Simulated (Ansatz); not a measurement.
## Decaying states in the gap of Sr2CuTeBrO

A new crystal, Sr2CuTeBrO: structure, gap and complex bands. It is built by putting Te for part of the O in the Sr2CuBrO2 structure of space group R-3m, with the volume rescaled by atomic radii. The parent structure comes from the Materials Project.

Main program and level: Ansatz 0.2.0; r2SCAN DFT, plane waves, PAW files, in the first sound run; inputs show where later runs differ.

The structure was built from a prototype and need not be the compound's stable phase.

**1. Starting point**

It takes space group R3m (No. 160, trigonal). The conventional cell has a = 4.229 Å, b = 4.229 Å, c = 29.602 Å, α = 90.00°, β = 90.00°, γ = 120.00°. Nearest to Sr lie 3 Te at 2.53 Å and 3 Br at 3.41 Å. Nearest to Sr lie 3 O at 2.53 Å and 3 Br at 3.41 Å. Nearest to Cu lie 1 O at 1.88 Å and 1 Te at 1.88 Å. Nearest to Br lie 6 Sr at 3.41 Å. Nearest to O lie 1 Cu at 1.88 Å and 3 Sr at 2.53 Å. Te has 1 Cu at 1.88 Å and 3 Sr at 2.53 Å nearest. It derives from Sr2CuBrO2. Te for part of the O in the Sr2CuBrO2 structure of space group R-3m. Farther neighbours and most contacts between anions are not listed.

Structure file:

```cif
data_structure
_symmetry_space_group_name_H-M 'P 1'
_symmetry_Int_Tables_number 1
_cell_length_a 10.1650
_cell_length_b 10.1650
_cell_length_c 10.1650
_cell_angle_alpha 24.014
_cell_angle_beta 24.014
_cell_angle_gamma 24.014
_cell_volume 152.85
loop_
_atom_site_label
_atom_site_type_symbol
_atom_site_fract_x
_atom_site_fract_y
_atom_site_fract_z
_atom_site_occupancy
Sr1 Sr 0.25284 0.25284 0.25284 1
Sr2 Sr 0.74716 0.74716 0.74716 1
Cu3 Cu 0.50000 0.50000 0.50000 1
Br4 Br 0.00000 0.00000 0.00000 1
O5 O 0.43652 0.43652 0.43652 1
Te6 Te 0.56348 0.56348 0.56348 1
```

**2. Cell and atoms at rest**

The substituted atoms don't fit the parent's cell, so cell and atoms relax together. A small smearing keeps the run stable in case the gap closes on the way.

The input, input.yaml:

```yaml
crystal:
  lattice:
    - [2.1146439383, 1.220890247, 9.867322828]
    - [-2.1146439383, 1.220890247, 9.867322828]
    - [0.0, -2.441780494, 9.867322828]
  atoms:
    - { symbol: Sr, position: [0.25283633, 0.25283633, 0.25283633] }
    - { symbol: Sr, position: [0.74716367, 0.74716367, 0.74716367] }
    - { symbol: Cu, position: [0.5, 0.5, 0.5] }
    - { symbol: Br, position: [0.0, 0.0, 0.0] }
    - { symbol: O, position: [0.43652211, 0.43652211, 0.43652211] }
    - { symbol: Te, position: [0.56347789, 0.56347789, 0.56347789] }
kpoints:
  mp_grid: { grid: [6, 6, 6] }
scf:
  occupations: { method: gaussian, width: 0.03 }
hamiltonian:
  xc: r2scan
output:
  forces: true
  stress: true
relax:
  f_tol: 0.02
  max_steps: 60
  cell: {}
```

Run with:

```console
ansatz run input.yaml --threads 2 --pin off --max-ram 4096MiB --backend cpu --events-out ev --progress --plain --runs-dir out
```

Numbers of over 12 decimals in the logs are rounded to 6 here.

Log:

```text
basis.fft_grid_basis auto: the FFT boxes are laid along the combinations [[1, 0, -1], [0, 1, -1], [0, 0, 1]] of the cell's own vectors, 4.229, 4.229 and 10.165 Å long. The dense box has 32×32×75 points. Along the cell's own vectors, as sized, it would have 75×75×75, 5.49 times as many. Of the 6 symmetry operations that the crystal satisfies within crystal.symmetry.tolerance (time reversal apart; of a slab, those that [...]
Engine: ansatz 0.2.0, aarch64-unknown-linux-gnu
Pseudopotentials: kind: paw
Pseudopotential: Sr, paw, valence charge 10, recommended cutoff 500 eV (meta_gga), Sr.paw.azcp
Pseudopotential: Cu, paw, valence charge 19, recommended cutoff 500 eV (meta_gga), Cu.paw.azcp
Pseudopotential: Br, paw, valence charge 7, recommended cutoff 500 eV (meta_gga), Br.paw.azcp
Pseudopotential: O, paw, valence charge 6, recommended cutoff 500 eV (meta_gga), O.paw.azcp
Pseudopotential: Te, paw, valence charge 16, recommended cutoff 500 eV (meta_gga), Te.paw.azcp
Functional definition: r2SCAN
  parameter k0 = 0.174
  parameter k1 = 0.065
  parameter a1 = 4.9479
  exchange = r2scan_x(k0 = k0, k1 = k1, a1 = a1)
  correlation = r2scan_c
Crystal: 6 atoms, lattice volume = 152.850 Å³
Basis set: ecut = 500 eV, 3923 PW (Γ), FFT grids on a1−a3, a2−a3, a3, exchange–correlation on 128×128×300 points (64 copies of the dense FFT grid, shifted against one another)
Bands: 41, of which v1, the nominal top of the filled ones, is band 34 counted from 1 (33 counted from 0)
Symmetry: 6 space group operations
Space group: R3m (ITA 160), of the structure as read, at distance tolerance 5.3e-5 Å
k-points: 32 of 216 (time reversal used)
Non-local potential: Sr, projectors of the file, l = 0: 3, l = 1: 2, l = 2: 2
Non-local potential: Cu, projectors of the file, l = 0: 3, l = 1: 2, l = 2: 3, l = 3: 1
Non-local potential: Br, projectors of the file, l = 0: 2, l = 1: 2, l = 2: 2
Non-local potential: O, projectors of the file, l = 0: 2, l = 1: 2, l = 2: 1
Non-local potential: Te, projectors of the file, l = 0: 2, l = 1: 2, l = 2: 2, l = 3: 2
PAW form: soft (Blöchl's): semilocal exchange-correlation on the pseudo side does not see the compensation charge
PAW frozen core: Sr, regenerated for the run's functional (the file was generated under x = pbe(κ = 0.804, μ = 0.219515), c = pbe(β = 0.066725))
PAW frozen core: Cu, regenerated for the run's functional (the file was generated under x = pbe(κ = 0.804, μ = 0.219515), c = pbe(β = 0.066725))
PAW frozen core: Br, regenerated for the run's functional (the file was generated under x = pbe(κ = 0.804, μ = 0.219515), c = pbe(β = 0.066725))
PAW frozen core: O, regenerated for the run's functional (the file was generated under x = pbe(κ = 0.804, μ = 0.219515), c = pbe(β = 0.066725))
PAW frozen core: Te, regenerated for the run's functional (the file was generated under x = pbe(κ = 0.804, μ = 0.219515), c = pbe(β = 0.066725))
PAW one-centre angular grid: Sr, 302 points (default); XC on 160 Gauss nodes
PAW one-centre angular grid: Cu, 590 points (default); XC on 160 Gauss nodes
PAW one-centre angular grid: Br, 302 points (default); XC on 160 Gauss nodes
PAW one-centre angular grid: O, 302 points (default); XC on 160 Gauss nodes
PAW one-centre angular grid: Te, 590 points (default); XC on 160 Gauss nodes
Initial density: superposition of atomic densities (neutral atoms: chi_scale 0, normalization atom), corrected by the library's trained network
Initial wavefunctions: pseudopotential atomic-orbital guess
Functional: x = r2scan, c = r2scan; τ floored in thin density (d = 2e-4 eV/Å³)
SCF iter   1: F=—  HF=-24098.343843 eV  |F-HF|=—  |Δ(HF+E_count)|=         —  Δρ=1.72e-2  dr2=4.38e-1  dr2_τ=1.32e-1  ethr=1.77e-3  ⟨swp⟩=10.2  Hψ=7427  notcnv=0  defer=6
preconditioner: auto → Resta (q_TF=auto, 2.384 Å⁻¹)  ε∞=3.5  [insulator: Δε(μ)=2.563 eV  Ē_g=12.786 eV  σ=0.030 eV  W_gap=1.00  n_scr=36 (ndim 8)  ℏωp=20.4 eV  f_vac=0.068  D(μ)=0.00/eV (n_scr^D=0)  ε∞_Penn≈3.5]
SCF iter   2: F=—  HF=-24098.507129 eV  |F-HF|=—  |Δ(HF+E_count)|=   1.63e-1  Δρ=1.36e-2  dr2=1.60e-1  dr2_τ=6.33e-3  ethr=6.44e-4  ⟨swp⟩=3.2  Hψ=2990  notcnv=0  defer=59
SCF iter   3: F=—  HF=-24098.458675 eV  |F-HF|=—  |Δ(HF+E_count)|=   4.85e-2  Δρ=4.00e-3  dr2=2.29e-2  dr2_τ=6.61e-4  ethr=2.36e-4  ⟨swp⟩=3.0  Hψ=2595  notcnv=0  defer=27
automatic band count: iteration 3 solves 40 bands in place of 41: the levels show a gap, and the empty bands left out lie too high to hold charge; the band table lists the bands solved (type scf.n_extra_bands for more)
SCF iter   4: F=—  HF=-24098.454937 eV  |F-HF|=—  |Δ(HF+E_count)|=   3.74e-3  Δρ=1.02e-3  dr2=2.30e-3  dr2_τ=2.37e-4  ethr=3.37e-5  ⟨swp⟩=2.5  Hψ=2072  notcnv=0  defer=44
SCF iter   5: F=—  HF=-24098.454711 eV  |F-HF|=—  |Δ(HF+E_count)|=   2.26e-4  Δρ=5.80e-4  dr2=3.68e-4  dr2_τ=2.52e-5  ethr=3.38e-6  ⟨swp⟩=2.0  Hψ=1766  notcnv=0  defer=12
automatic band count: iteration 5 solves 39 bands in place of 40: the levels show a gap, and the empty bands left out lie too high to hold charge; the band table lists the bands solved (type scf.n_extra_bands for more)
SCF iter   6: F=—  HF=-24098.454810 eV  |F-HF|=—  |Δ(HF+E_count)|=   9.87e-5  Δρ=1.61e-4  dr2=5.85e-5  dr2_τ=4.40e-6  ethr=5.42e-7  ⟨swp⟩=2.0  Hψ=1971  notcnv=0  defer=12
SCF iter   7: F=—  HF=-24098.454991 eV  |F-HF|=—  |Δ(HF+E_count)|=   1.81e-4  Δρ=4.95e-5  dr2=4.39e-6  dr2_τ=1.39e-7  ethr=8.61e-8  ⟨swp⟩=2.0  Hψ=1754  notcnv=0  defer=12
SCF iter   8: F=—  HF=-24098.454993 eV  |F-HF|=—  |Δ(HF+E_count)|=   1.47e-6  Δρ=1.97e-5  dr2=4.25e-7  dr2_τ=1.71e-8  ethr=6.46e-9  ⟨swp⟩=2.0  Hψ=1803  notcnv=0  defer=12
SCF iter   9: F=-24098.454993 eV  HF=-24098.454993 eV  |F-HF|=7.62e-9  |Δ(HF+E_count)|=   1.54e-7  Δρ=3.55e-6  dr2=2.19e-8  dr2_τ=2.31e-9  ethr=1.47e-10  ⟨swp⟩=6.0  Hψ=5688  notcnv=0
SCF 1 converged in 9 iterations: F = -24098.454993 eV  dr2 = 2.19e-8
  greatest PAW one-centre occupation: 1.000 electrons in one spin orbital (limit 2), on the Cu atom at site 2 (counted from 0), in its partial waves of l = 0
relax step   1: F+E_penalty+E_count = -24098.45499293 eV  Δ(F+E_penalty+E_count) = +0.000e0 eV  max|allowed force component| = 1.580e1 eV/Å  Δτ_max = 0.0000 Å  P = +24.163 GPa  Ω = 152.850 Å³  (9 SCF iters, dr2 threshold 1.00e-7 eV, accepted)
Crystal: 6 atoms, lattice volume = 163.946 Å³
Basis set: ecut = 500 eV, 4111 PW (Γ), FFT grids on a1−a3, a2−a3, a3, exchange–correlation on 128×128×300 points (64 copies of the dense FFT grid, shifted against one another)
Initial density: handed on by an earlier stage of this run
Initial wavefunctions: those handed on with the density
[...]
SCF 3 converged in 9 iterations: F = -24104.051221 eV  dr2 = 1.80e-7
relax step   3: F+E_penalty+E_count = -24104.05122147 eV  Δ(F+E_penalty+E_count) = -1.598e0 eV  max|allowed force component| = 3.119e0 eV/Å  Δτ_max = 0.1950 Å  P = +6.553 GPa  Ω = 171.241 Å³  energy of the carried Pulay correction = -4.013e-3 eV  (9 SCF iters, dr2 threshold 6.00e-7 eV, accepted)
[...]
relax step   4: F+E_penalty+E_count = -24104.99434700 eV  Δ(F+E_penalty+E_count) = -9.431e-1 eV  max|allowed force component| = 1.468e0 eV/Å  Δτ_max = 0.1949 Å  P = +3.046 GPa  Ω = 175.603 Å³  energy of the carried Pulay correction = -4.899e-3 eV  (9 SCF iters, dr2 threshold 6.00e-7 eV, accepted)
[...]
relax step   5: F+E_penalty+E_count = -24105.36707794 eV  Δ(F+E_penalty+E_count) = -3.727e-1 eV  max|allowed force component| = 6.969e-1 eV/Å  Δτ_max = 0.1918 Å  P = +0.020 GPa  Ω = 177.884 Å³  energy of the carried Pulay correction = -5.354e-3 eV  (9 SCF iters, dr2 threshold 6.00e-7 eV, accepted)
[...]
relax step   6: F+E_penalty+E_count = -24105.39903327 eV  Δ(F+E_penalty+E_count) = -3.196e-2 eV  max|allowed force component| = 4.111e-1 eV/Å  Δτ_max = 0.0656 Å  P = +0.226 GPa  Ω = 176.903 Å³  energy of the carried Pulay correction = -5.159e-3 eV  (8 SCF iters, dr2 threshold 6.00e-7 eV, accepted)
[...]
relax step   7: F+E_penalty+E_count = -24105.40342167 eV  Δ(F+E_penalty+E_count) = -4.388e-3 eV  max|allowed force component| = 2.820e-1 eV/Å  Δτ_max = 0.0104 Å  P = +0.200 GPa  Ω = 177.050 Å³  energy of the carried Pulay correction = -5.188e-3 eV  (6 SCF iters, dr2 threshold 6.00e-7 eV, accepted)
[...]
relax step   8: F+E_penalty+E_count = -24105.40709231 eV  Δ(F+E_penalty+E_count) = -3.671e-3 eV  max|allowed force component| = 4.224e-2 eV/Å  Δτ_max = 0.0159 Å  P = -0.040 GPa  Ω = 177.717 Å³  energy of the carried Pulay correction = -5.321e-3 eV  (7 SCF iters, dr2 threshold 6.00e-7 eV, accepted)
[...]
relax step   9: F+E_penalty+E_count = -24105.40717635 eV  Δ(F+E_penalty+E_count) = -8.404e-5 eV  max|allowed force component| = 1.741e-2 eV/Å  Δτ_max = 0.0056 Å  P = +0.003 GPa  Ω = 177.594 Å³  energy of the carried Pulay correction = -5.296e-3 eV  (6 SCF iters, dr2 threshold 1.12e-7 eV, accepted)
Basis set: ecut = 500 eV, 4443 PW (Γ), FFT grids on a1−a3, a2−a3, a3, exchange–correlation on 144×144×320 points (64 copies of the dense FFT grid, shifted against one another)
Initial wavefunctions: pseudopotential atomic-orbital guess (no wavefunctions were taken with the density)
iter 1 solved again at ethr=8.50e-7 eV; its pass at ethr=3.10e-3 eV (dr2=5.78e-4 eV) is discarded
SCF iter   1: F=—  HF=-24105.412042 eV  |F-HF|=—  |Δ(HF+E_count)|=         —  Δρ=3.21e-4  dr2=1.78e-5  dr2_τ=6.08e-5  ethr=8.50e-7  ⟨swp⟩=4.0  Hψ=11448  notcnv=0
preconditioner: auto → Resta (q_TF=auto, 2.325 Å⁻¹)  ε∞=3.4  [insulator: Δε(μ)=1.484 eV  Ē_g=12.088 eV  σ=0.030 eV  W_gap=1.00  n_scr=42 (ndim 8)  ℏωp=18.9 eV  f_vac=0.083  D(μ)=0.00/eV (n_scr^D=0)  ε∞_Penn≈3.4]
SCF iter   2: F=—  HF=-24105.413426 eV  |F-HF|=—  |Δ(HF+E_count)|=   1.38e-3  Δρ=2.72e-4  dr2=5.66e-5  dr2_τ=1.84e-5  ethr=2.62e-8  ⟨swp⟩=2.0  Hψ=2401  notcnv=0
SCF iter   3: F=—  HF=-24105.413570 eV  |F-HF|=—  |Δ(HF+E_count)|=   1.44e-4  Δρ=2.01e-4  dr2=4.20e-5  dr2_τ=2.76e-6  ethr=2.62e-8  ⟨swp⟩=2.0  Hψ=2400  notcnv=0
SCF iter   4: F=—  HF=-24105.413577 eV  |F-HF|=—  |Δ(HF+E_count)|=   6.89e-6  Δρ=1.28e-5  dr2=1.69e-7  dr2_τ=2.06e-8  ethr=2.62e-8  ⟨swp⟩=2.0  Hψ=2400  notcnv=0
SCF iter   5: F=—  HF=-24105.413506 eV  |F-HF|=—  |Δ(HF+E_count)|=   7.12e-5  Δρ=7.17e-6  dr2=4.81e-8  dr2_τ=9.26e-9  ethr=2.49e-10  ⟨swp⟩=2.0  Hψ=2400  notcnv=0
SCF iter   6: F=—  HF=-24105.413506 eV  |F-HF|=—  |Δ(HF+E_count)|=   5.21e-8  Δρ=1.13e-6  dr2=1.43e-9  dr2_τ=4.24e-10  ethr=7.07e-11  ⟨swp⟩=2.0  Hψ=1748  notcnv=0
SCF iter   7: F=—  HF=-24105.413506 eV  |F-HF|=—  |Δ(HF+E_count)|=   2.91e-9  Δρ=8.48e-7  dr2=1.09e-9  dr2_τ=1.29e-10  ethr=2.10e-12  ⟨swp⟩=2.0  Hψ=2208  notcnv=0
SCF iter   8: F=—  HF=-24105.413506 eV  |F-HF|=—  |Δ(HF+E_count)|=  1.09e-10  Δρ=2.05e-7  dr2=6.68e-11  dr2_τ=4.86e-12  ethr=1.61e-12  ⟨swp⟩=2.0  Hψ=2025  notcnv=0
SCF iter   9: F=-24105.413506 eV  HF=-24105.413506 eV  |F-HF|=0.00e0  |Δ(HF+E_count)|=  2.18e-11  Δρ=5.36e-8  dr2=6.21e-12  dr2_τ=8.15e-13  ethr=1.00e-12  ⟨swp⟩=5.0  Hψ=4893  notcnv=0
SCF 10 converged in 9 iterations: F = -24105.413506 eV  dr2 = 6.21e-12
relax step  10: F+E_penalty+E_count = -24105.41350599 eV  Δ(F+E_penalty+E_count) = -6.330e-3 eV  max|allowed force component| = 1.827e-2 eV/Å  Δτ_max = 0.0000 Å  P = +0.018 GPa  Ω = 177.594 Å³  stress off target by 2.21e-2 GPa  SCF on the basis re-selected at this cell (its energy is not comparable with the rows above)  (9 SCF iters)
basis re-selected at this cell: Δ(F+E_penalty+E_count) = -6.330e-3 eV, ΔP = +0.016 GPa vs the last step (what re-selecting the basis moved, of the pressure what is left beyond the Pulay correction that the steps carried, after the strain that the cell walked since its last selection, with what the two solves' SCF thresholds leave and, on support functions, any second-order correction that the steps lacked; it is no measure of the basis error at this ecutwfc). The dense FFT grid was sized anew with the basis: this SCF ran on 36×36×80 points, the steps before it on 32×32×75, so part of this shift can come from that change (see relax.cell in the input reference). [rest of the remark cut]
SCF converged after 9 iterations
Free energy (F): -24105.413506 eV
Harris-Foulkes:  -24105.413506 eV  (|F-HF|=0.00e0)
Internal energy: -24105.413506 eV  (E = F + TS)
E sigma→0 (E₀):  -24105.413506 eV
Fermi energy:    6.887366 eV
--- Per-component energies (eV) ---
  E_band       = -1125.708505
  E_kinetic    = 1281.618339
  E_local      = -11003.305263  (includes V_loc(G=0)·N_el)
  E_nonlocal   = 610.259205
  E_hartree    = 4886.034579
  E_xc         = -850.380854
  E_vxc        = -812.365266  (∫ρ·V_xc dr)
  E_paw        = -14230.463845  (= ΣΔE_a)
  E_vpaw       = -1021.663348  (= ΣTr[D̂ρ^β])
  E_aug_tail   = 0.001096  (compensation charges beyond the density's cutoff)
  E_vtau       = 47.677630  (kinetic-family band-sum trace: ∫τ·v_τ [+ j·A + Jᵃ·Aᵃ] dr)
  E_ewald      = -4798.678303
  E_core_change = -0.498460  (= ΣΔE_core)
  E_smearing   = -0.000000  (= −TS)
  E_closure    = -0.000000  (closes the sum)
  Σ components = -24105.413506   (vs F -24105.413506, Δ=0.00e0)
--- Forces (eV/Å), atoms counted from 1 ---
  atom   1  Sr    -0.00000000     0.00000000     0.01365197
  atom   2  Sr    -0.00000000     0.00000000    -0.01551854
  atom   3  Cu    -0.00000000    -0.00000000    -0.00321016
  atom   4  Br     0.00000000     0.00000000     0.00393252
  atom   5  O      0.00000000    -0.00000000     0.01827243
  atom   6  Te     0.00000000    -0.00000000    -0.01713058
  max |Σ_I F_I| component: 2.37e-6 eV/Å
--- Stress (GPa, compression-positive) ---
        0.016508       0.000000       0.000000
        0.000000       0.016508      -0.000000
        0.000000      -0.000000       0.022071
  P = ⅓ Tr σ = 0.0184 GPa (0.184 kbar)
--- Relaxed structure (9 steps of the walk, 9 accepted, 1 SCFs on fresh bases) ---
  F+E_penalty+E_count = -24105.41350599 eV   max|allowed force component| = 1.827e-2 eV/Å   (the final SCF, on the basis selected at the relaxed cell)
  cell:  # Å, volume = 177.5941 Å³
    - [2.198796, 1.269475, 10.603958]
    - [-2.198796, 1.269475, 10.603958]
    - [0, -2.538951, 10.603958]
  atoms:
    - { symbol: Sr, position: [0.279106, 0.279106, 0.279106] }
    - { symbol: Sr, position: [0.749533, 0.749533, 0.749533] }
    - { symbol: Cu, position: [0.481503, 0.481503, 0.481503] }
    - { symbol: Br, position: [0.00855406, 0.00855406, 0.00855406] }
    - { symbol: O, position: [0.424849, 0.424849, 0.424849] }
    - { symbol: Te, position: [0.556455, 0.556455, 0.556455] }
```

It took 3.3 min on 2 threads of Arm Neoverse V2, shared host; peak memory 0.94 GiB.

Step by step:

```csv
step,energy less that of the first step (eV),largest force component (eV/Å),pressure (GPa),volume (Å³)
1,0.0000,15.8014,24.16,152.85
2,-3.9980,4.4364,11.58,163.95
3,-5.5962,3.1189,6.55,171.24
4,-6.5394,1.4679,3.05,175.60
5,-6.9121,0.6969,0.02,177.88
6,-6.9440,0.4111,0.23,176.90
7,-6.9484,0.2820,0.20,177.05
8,-6.9521,0.0422,-0.04,177.72
9,-6.9522,0.0174,0.00,177.59
10*,-6.9585,0.0183,0.02,177.59
```

Relaxation steps marked * repeat the geometry before them on a plane-wave basis chosen anew for their cell, so energy and pressure can jump there.

Forces are held to the 6 operations that the run works with; a distortion that breaks them can't arise in this run.

```csv
"conventional cell, symmetrised",before,after,change
a (Å),4.229,4.398,+4.0 %
b (Å),4.229,4.398,+4.0 %
c (Å),29.602,31.812,+7.5 %
volume (Å³/atom),25.47,29.60,+16.2 %
```

The atoms that moved most (Å, as changes of fractional coordinates times the final cell):

```csv
atom,dx,dy,dz,length
Sr1,0.000,0.000,0.836,0.836
Cu3,0.000,0.000,-0.588,0.588
O5,0.000,0.000,-0.371,0.371
Br4,0.000,0.000,0.272,0.272
Te6,0.000,0.000,-0.223,0.223
Sr2,0.000,0.000,0.075,0.075
```

Numbers from this step:

```yaml
free_energy: -24105.4135 eV
fermi_energy: 6.887 eV
pressure: 0.01836 GPa
```

The largest force component on a free atom ends at 0.018 eV/Å.

(Part 1 of 3 ends here.)

[Logs are printed without paths, hosts, clocks, repeated set-up lines and the standing remarks that a program may print on its own settings, such as how far it seeks lower states.]

[Hosts, paths, dates, database ids (printed as entryN), source tags and the programs' standing remarks are cut or masked in the printed files.]

[New means built here by substitution; the compound itself may be known and measured.]
